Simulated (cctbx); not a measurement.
**What is wrong with this refinement?**

Cell a = 13.6640 Å, b = 6.9500 Å, c = 13.9070 Å, α = 90.00°, β = 90.00°, γ = 90.00°; space group Pbcn (no. 60).

The data are simulated with cctbx, not measured: Cu Kα, λ = 1.54184 Å, to d = 0.8 Å, 70 % of the full sphere, strongest reflection 40000 counts, noise from counting, a 4 % proportional error and a noise floor of 2 counts (s.d.); no absorption, and some extinction, which the refinements don't model.

An anisotropic refinement with weights 1/σ² prints:

```text
Rint 0.032, 1345 unique reflections to 0.80 A
cycle     R1     wR2    GooF  max shift (A)
   1  0.4990  0.8282  29.381   0.17533
  11  0.1351  0.3555  12.613   0.00034
final R1 0.1351 wR2 0.3555 GooF 12.613  parameters 68  data/parameter 19.8
atom        x        y        z      Ueq    occ   su(xyz)  su(Uiso or U11)
Y1     0.15794  0.70303  0.76854   0.0155  1.000  0.00028  0.0011
Cu1    0.49372  0.74666  0.59162  -0.0065  1.000  0.00030  0.0010  NPD
Y2     0.22999  0.91678  0.50775   0.0491  1.000  0.00049  0.0017
S1     0.30245  0.87707  0.65815   0.0331  1.000  0.00096  0.0033
S2     0.07728  0.89471  0.58761   0.0240  1.000  0.00084  0.0028
S3     0.11779  0.56091  0.95231   0.0277  1.000  0.00089  0.0025
S4     0.33699  0.55264  0.85695   0.0194  1.000  0.00078  0.0022
O1     0.00000  0.57521  0.25000   0.1028  1.000  0.00749  0.0202
difference map: max 18.37 min -4.82 rms 1.21
Q1    0.0039  0.2460  0.5932    8   18.63  0.04 A from Cu1
Q2    0.1594  0.2813  0.2593    8   13.45  0.17 A from Y1
Q3    0.0000  0.5072  0.2500    4   10.00  0.47 A from O1
Q4    0.2253  0.0963  0.0015    8    5.07  0.14 A from Y2
Q5    0.1702  0.0326  0.8658    8    4.56  0.21 A from S4
Q6    0.1885  0.3718  0.6321    8    4.47  0.38 A from S1
```

**Question.** Can this result stand? If not, what is the likely fault?

Mend it. The fault: elements exchanged: Y2 is Cu and Cu1 is Y. Against the right model at the same level, R1 goes from 0.0135 to 0.1351 and GooF from 1.09 to 12.61, O1 takes U = 0.10 Å², U of Cu1 shrinks from 0.0275 to -0.0065 Å², U of Y2 swells from 0.0277 to 0.0491 Å², U of Y1 shrinks from 0.0233 to 0.0155 Å², the top difference peak, 18.6 e/Å³, lies on Cu1 and Cu1 goes non-positive-definite. Y2 has 10 electrons too many and its U swells to shed them, as expected; Cu1 has 10 electrons too few and its U shrinks to make up, as expected.

The compound is Y4Cu2S8O. The right model at the same level gives:

```text
Rint 0.032, 1345 unique reflections to 0.80 A
cycle     R1     wR2    GooF  max shift (A)
   1  0.0489  0.1434   5.088   0.00353
   2  0.0135  0.0307   1.089   0.00011
final R1 0.0135 wR2 0.0307 GooF 1.089  parameters 68  data/parameter 19.8
atom        x        y        z      Ueq    occ   su(xyz)  su(Uiso or U11)
Y1     0.15799  0.70405  0.76792   0.0233  1.000  0.00002  0.0001
Y2     0.49388  0.74657  0.59160   0.0275  1.000  0.00002  0.0001
Cu1    0.22968  0.91514  0.50731   0.0277  1.000  0.00004  0.0001
S1     0.30222  0.87777  0.65602   0.0437  1.000  0.00008  0.0003
S2     0.07748  0.89294  0.58741   0.0334  1.000  0.00007  0.0002
S3     0.11746  0.56263  0.95239   0.0376  1.000  0.00008  0.0002
S4     0.33669  0.55031  0.85767   0.0279  1.000  0.00006  0.0002
O1     0.00000  0.51834  0.25000   0.0382  1.000  0.00033  0.0011
difference map: max 0.36 min -0.88 rms 0.11
Q1    0.0224  0.2775  0.4770    8    0.36  1.62 A from Y2
Q2    0.0243  0.2801  0.0297    8    0.35  1.62 A from S2
Q3    0.1142  0.1027  0.5797    8    0.34  1.55 A from S2
Q4    0.1804  0.4497  0.9149    8    0.33  1.28 A from S3
Q5    0.2488  0.1386  0.7423    8    0.30  1.40 A from Y1
Q6    0.1816  0.4377  0.1055    8    0.29  1.48 A from S1
```

Isotropic U is held between 0.0001 and 1 Å² by the program, and listed peak heights are interpolated, so they can pass the grid's maximum.

The model is made up (kin elements in a known structure type, no relaxation), so it says nothing on whether the phase exists.

[Middle refinement cycles are left out of these outputs.]

[Logs are printed without paths, hosts, clocks, repeated set-up lines and the standing remarks that a program may print on its own settings, such as how far it seeks lower states.]
